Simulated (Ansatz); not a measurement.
# GaAs wire along [111], 26 atoms a period, H-terminated: bands by functional, part 2 of 2

Wanted: the relaxed geometry and the bands of the GaAs wire along [111], 26 atoms a period, H-terminated.

Ansatz 0.2.0; DFT PBE, plane waves, PAW; relaxation of a wire's period; PAW set soft_1 (the session's first sound run).

So far. Step 2 (The relaxed wire): The cell's length comes to 9.877 Å with spin left out.

**3. The perfect wire**

This step: DFT PBE, plane waves, PAW; bands of a perfect wire; PAW set soft_1 (Ansatz 0.2.0).

At the relaxed period the bands are computed along the axis; those that cross an energy going forward count the channels that a perfect wire would open there.

Contents of input.yaml:

```yaml
crystal:
  lattice:
    - [17.512, 0.0, 0.0]
    - [0.0, 16.793, 0.0]
    - [0.0, 0.0, 9.8774033129]
  atoms:
    - { symbol: Ga, position: [0.386157371, 0.432423723, 0.007831901] }
    - { symbol: Ga, position: [0.5, 0.638040125, 0.007797621] }
    - { symbol: As, position: [0.391653149, 0.435596674, 0.256665161] }
    - { symbol: As, position: [0.5, 0.631326682, 0.256659404] }
    - { symbol: As, position: [0.608346851, 0.435596674, 0.256665161] }
    - { symbol: H, position: [0.306643389, 0.61719602, 0.274773171] }
    - { symbol: H, position: [0.5, 0.267978277, 0.274759002] }
    - { symbol: H, position: [0.693356611, 0.61719602, 0.274773171] }
    - { symbol: H, position: [0.319241009, 0.392009776, 0.298937298] }
    - { symbol: H, position: [0.5, 0.718483378, 0.299102919] }
    - { symbol: H, position: [0.680758991, 0.392009776, 0.298937298] }
    - { symbol: Ga, position: [0.37675255, 0.575057972, 0.343054591] }
    - { symbol: Ga, position: [0.5, 0.352396853, 0.342972166] }
    - { symbol: Ga, position: [0.62324745, 0.575057972, 0.343054591] }
    - { symbol: As, position: [0.38085534, 0.572520744, 0.591618712] }
    - { symbol: As, position: [0.5, 0.357336275, 0.591564565] }
    - { symbol: As, position: [0.61914466, 0.572520744, 0.591618712] }
    - { symbol: H, position: [0.192966679, 0.582966229, 0.637724504] }
    - { symbol: H, position: [0.242034474, 0.427556362, 0.59670918] }
    - { symbol: H, position: [0.310266426, 0.304119977, 0.596131061] }
    - { symbol: H, position: [0.27816165, 0.736869699, 0.63785988] }
    - { symbol: H, position: [0.414880237, 0.182364984, 0.638222916] }
    - { symbol: H, position: [0.431747054, 0.770324177, 0.596278825] }
    - { symbol: H, position: [0.568252946, 0.770324177, 0.596278825] }
    - { symbol: H, position: [0.585119763, 0.182364984, 0.638222916] }
    - { symbol: H, position: [0.72183835, 0.736869699, 0.63785988] }
    - { symbol: H, position: [0.689733574, 0.304119977, 0.596131061] }
    - { symbol: H, position: [0.757965526, 0.427556362, 0.59670918] }
    - { symbol: H, position: [0.807033321, 0.582966229, 0.637724504] }
    - { symbol: Ga, position: [0.25326185, 0.514750366, 0.646941176] }
    - { symbol: Ga, position: [0.388274862, 0.270935124, 0.646927827] }
    - { symbol: Ga, position: [0.365003629, 0.716681709, 0.646901939] }
    - { symbol: Ga, position: [0.5, 0.500829169, 0.658366042] }
    - { symbol: Ga, position: [0.634996371, 0.716681709, 0.646901939] }
    - { symbol: Ga, position: [0.611725138, 0.270935124, 0.646927827] }
    - { symbol: Ga, position: [0.74673815, 0.514750366, 0.646941176] }
    - { symbol: As, position: [0.270193953, 0.492948589, 0.904064311] }
    - { symbol: As, position: [0.378356965, 0.297456887, 0.903886635] }
    - { symbol: As, position: [0.391764995, 0.712480905, 0.903954496] }
    - { symbol: As, position: [0.5, 0.500922881, 0.91426381] }
    - { symbol: As, position: [0.608235005, 0.712480905, 0.903954496] }
    - { symbol: As, position: [0.621643035, 0.297456887, 0.903886635] }
    - { symbol: As, position: [0.729806047, 0.492948589, 0.904064311] }
    - { symbol: H, position: [0.205595364, 0.443876355, 0.964777028] }
    - { symbol: H, position: [0.255389513, 0.567121186, 0.988142987] }
    - { symbol: H, position: [0.305310266, 0.263601289, 0.964543662] }
    - { symbol: H, position: [0.322758134, 0.68891673, 0.988144519] }
    - { symbol: H, position: [0.400321968, 0.795409165, 0.964381384] }
    - { symbol: H, position: [0.432555972, 0.246968113, 0.987920086] }
    - { symbol: H, position: [0.567444028, 0.246968113, 0.987920086] }
    - { symbol: H, position: [0.599678032, 0.795409165, 0.964381384] }
    - { symbol: H, position: [0.677241866, 0.68891673, 0.988144519] }
    - { symbol: H, position: [0.694689734, 0.263601289, 0.964543662] }
    - { symbol: H, position: [0.744610487, 0.567121186, 0.988142987] }
    - { symbol: H, position: [0.794404636, 0.443876355, 0.964777028] }
    - { symbol: Ga, position: [0.613842629, 0.432423723, 0.007831901] }
kpoints:
  mp_grid: { grid: [1, 1, 9] }
  band_path: { path: ["Γ", Z], npoints: 90 }
scf:
  occupations: { method: fermi_dirac, width: 0.05 }
hamiltonian:
  xc: pbe
  pseudopotentials: { kind: paw, azcp: { folder: soft_1 } }
output:
  dos: { e_range: [-5, 4] }
  write_potential: true
  write_density: true
  volumetric_format: npy
```

Launch:

```sh
$ ansatz run input.yaml --threads 4 --pin off --max-ram 16384MiB --backend cpu --events-out ev --progress --plain --runs-dir out
```

Numbers of over 12 decimals in the logs are rounded to 6 here.

The program printed:

```text
[...]
Crystal: 56 atoms, lattice volume = 2904.737 Å³
Basis set: ecut = 420 eV, 56787 PW (Γ)
Bands: 253, of which v1, the nominal top of the filled ones, is band 197 counted from 1 (196 counted from 0)
Symmetry: 2 space group operations
[...]
k-points: 5 of 9 (time reversal used)
[...]
SCF iter   1: F=—  HF=-112793.197107 eV  |F-HF|=—  |Δ(HF+E_count)|=         —  Δρ=3.27e-2  dr2=2.86e1  ethr=3.10e-3  ⟨swp⟩=6.0  Hψ=5243  notcnv=0  defer=131
[...]
SCF iter  11: F=-112784.348784 eV  HF=-112784.348784 eV  |F-HF|=1.31e-8  |Δ(HF+E_count)|=   2.16e-7  Δρ=6.38e-7  dr2=1.36e-8  ethr=2.54e-11  ⟨swp⟩=13.8  Hψ=6732  notcnv=0
SCF 1 converged in 11 iterations: F = -112784.348784 eV  dr2 = 1.36e-8
[...]
NSCF: frozen V_eff on 91 k-points
WARN: pass on a band path, mesh or list of k-points: the 91 k-points are solved 3 at a time at the most, because the 14.40 GiB of host memory that the pass is priced against does not hold them all with the solver's workspace as planned. The pass can take longer, above all where fewer k-points are solved at a time than the run has threads. As a rule a larger memory budget leaves room for more at once. The budget is what a run with no `--max-ram-frac` typed is planned for, 0.8 of the host's memory or its container's limit. More memory there lifts it, and so does a share over 0.88 that is typed (of such a share the budget is ten elevenths): [rest of the remark cut]
WARN: The input density's exchange-correlation potential varies sharply where the density is thin. Do not read a vacuum level from v_tot or v_xc, or from such a field of the output density. On a cell that repeats whose density bears no net charge and no dipole along the vacuum's axis use v_es (v_loc + v_h of the components); under efield.dipole_correction with no amplitude use v_es + v_field, which holds any external [...]
SCF converged after 11 iterations
the last check of whether an eigenvalue changes by more than its tolerance under the output density was not made (no_room)
Free energy (F): -112784.348784 eV
[...]
Internal energy: -112784.348784 eV  (E = F + TS)
E sigma→0 (E₀):  -112784.348784 eV
Fermi energy:    -1.463006 eV
[...]
--- Band table (eV; the first three rows and the last of 5) ---
  k-point 0: bands = [... 193 lower, -3.1812, -3.1563, -3.1557, -2.7694, -0.1324, 0.0554, 0.4823, 0.4824, ... 52 higher]
  k-point 1: bands = [... 193 lower, -3.1737, -3.1562, -3.1556, -2.8244, -0.1031, 0.0733, 0.4164, 0.4176, ... 52 higher]
  k-point 2: bands = [... 193 lower, -3.1590, -3.1566, -3.1561, -2.9810, -0.0268, 0.1160, 0.2521, 0.2546, ... 52 higher]
  k-point 4: bands = [... 193 lower, -3.3234, -3.1683, -3.1671, -3.1362, 0.0064, 0.0093, 0.1183, 0.2337, ... 52 higher]
```

The job ended after 50 min (4 threads of Arm Neoverse V1, shared host; peak memory 11 GiB).

The column dr2 measures how far the density is from self-consistency, as an energy; F and HF (Harris–Foulkes) agree once it is small.

Numbers from this step:

```yaml
band_gap: 2.637 eV
```

The electronic bands at the labelled points (eV, zero at the Fermi level; v1 is the highest filled band, c1 the lowest empty one):

```
  point     v4     v3     v2     v1    c1    c2    c3    c4
      Γ  -1.72  -1.69  -1.69  -1.31  1.33  1.52  1.95  1.95
halfway  -1.70  -1.69  -1.69  -1.57  1.46  1.59  1.67  1.68
      Z  -1.85  -1.71  -1.71  -1.67  1.46  1.46  1.59  1.71
```

The gap is 2.64 eV, with spin left out.

The path shows a direct gap of 2.64 eV (valence top at Γ, conduction bottom at Γ).

**4. Levels at the same atoms, cutoff 500 eV, k-mesh 1×1×7**

This step: DFT r2SCAN, plane waves, PAW; bands of a perfect wire at the PBE geometry; PAW set soft_1 (Ansatz 0.2.0).

The atoms stay at the PBE geometry and the functional changes. r2SCAN also reads the kinetic-energy density; it often gives larger moments and wider gaps than PBE, at a higher cost. Against the first PBE run of this kind, the cutoff is 500 eV against 420 and the mesh along the wire has 7 points against 9.

Changes to input.yaml since step 3:

```diff
@@ -63,3 +63,3 @@
 kpoints:
-  mp_grid: { grid: [1, 1, 9] }
+  mp_grid: { grid: [1, 1, 7] }
   band_path: { path: ["Γ", Z], npoints: 90 }
@@ -68,8 +68,3 @@
 hamiltonian:
-  xc: pbe
+  xc: r2scan
   pseudopotentials: { kind: paw, azcp: { folder: soft_1 } }
-output:
-  dos: { e_range: [-5, 4] }
-  write_potential: true
-  write_density: true
-  volumetric_format: npy
```

The program printed:

```text
[...]
Crystal: 56 atoms, lattice volume = 2904.737 Å³
Basis set: ecut = 500 eV, 73747 PW (Γ), exchange–correlation on 512×500×300 points (64 copies of the dense FFT grid, shifted against one another)
Bands: 253, of which v1, the nominal top of the filled ones, is band 197 counted from 1 (196 counted from 0)
Symmetry: 2 space group operations
[...]
k-points: 4 of 7 (time reversal used)
[...]
SCF iter   1: F=—  HF=-112997.804382 eV  |F-HF|=—  |Δ(HF+E_count)|=         —  Δρ=3.22e-2  dr2=2.68e1  dr2_τ=2.30e-1  ethr=3.10e-3  ⟨swp⟩=6.2  Hψ=4011  notcnv=0  defer=91
[...]
SCF iter  10: F=-112992.205273 eV  HF=-112992.205272 eV  |F-HF|=1.39e-7  |Δ(HF+E_count)|=   1.36e-6  Δρ=1.70e-6  dr2=9.05e-8  dr2_τ=2.14e-9  ethr=2.54e-11  ⟨swp⟩=14.0  Hψ=6184  notcnv=0
SCF 1 converged in 10 iterations: F = -112992.205273 eV  dr2 = 9.05e-8
[...]
SCF converged after 10 iterations
Free energy (F): -112992.205273 eV
[...]
Internal energy: -112992.205273 eV  (E = F + TS)
E sigma→0 (E₀):  -112992.205273 eV
Fermi energy:    -1.488098 eV
[...]
--- Band table (eV) ---
  k-point 0: bands = [... 193 lower, -3.4237, -3.3924, -3.3918, -2.9880, 0.0373, 0.2293, 0.6177, 0.6182, ... 52 higher]
  k-point 1: bands = [... 193 lower, -3.4123, -3.3921, -3.3916, -3.0804, 0.0849, 0.2603, 0.5249, 0.5254, ... 52 higher]
  k-point 2: bands = [... 193 lower, -3.3955, -3.3942, -3.3912, -3.3362, 0.1962, 0.3130, 0.3147, 0.3287, ... 52 higher]
  k-point 3: bands = [... 193 lower, -3.5744, -3.4034, -3.4021, -3.3791, 0.1718, 0.1736, 0.2840, 0.4213, ... 52 higher]
```

The job ended after 77 min (4 threads; peak memory 12 GiB; 5 h of CPU time).

Numbers from this step:

| Quantity | Value |
| --- | --- |
| band gap | 3.025 eV |

Electronic bands along the path, in eV, zero at the Fermi level; v1 is the highest filled band, c1 the lowest empty one:

```
  point     v4     v3     v2     v1    c1    c2    c3    c4
      Γ  -1.94  -1.90  -1.90  -1.50  1.53  1.72  2.11  2.11
halfway  -1.91  -1.90  -1.90  -1.77  1.65  1.80  1.85  1.85
      Z  -2.08  -1.92  -1.92  -1.89  1.64  1.64  1.78  1.95
```

The gap is 3.03 eV, against 2.64 eV under PBE at the relaxed period.

**5. Outcome**

```json
{
 "cell length, PBE": "9.877 Å",
 "gap, PBE": "2.64 eV",
 "gap, r2SCAN": "3.03 eV"
}
```

Under PBE the cell's length is 9.88 Å, and a gap of 2.64 eV makes it a semiconductor. At the relaxed period the wire is gapped under every functional, from 2.64 eV (PBE) to 3.03 eV (r2SCAN). Weak screening in one dimension makes quasiparticle gaps larger than the semilocal gaps, as a rule. Plain hydrogen on a compound's surface is a simple closure: it may leave surface states, and facets that end in unlike atoms put a field across the wire, both of which shrink the gap.

[Logs are printed without paths, hosts, clocks, repeated set-up lines and the standing remarks that a program may print on its own settings, such as how far it seeks lower states.]

[Hosts, paths, dates, database ids (printed as entryN), source tags and the programs' standing remarks are cut or masked in the printed files.]
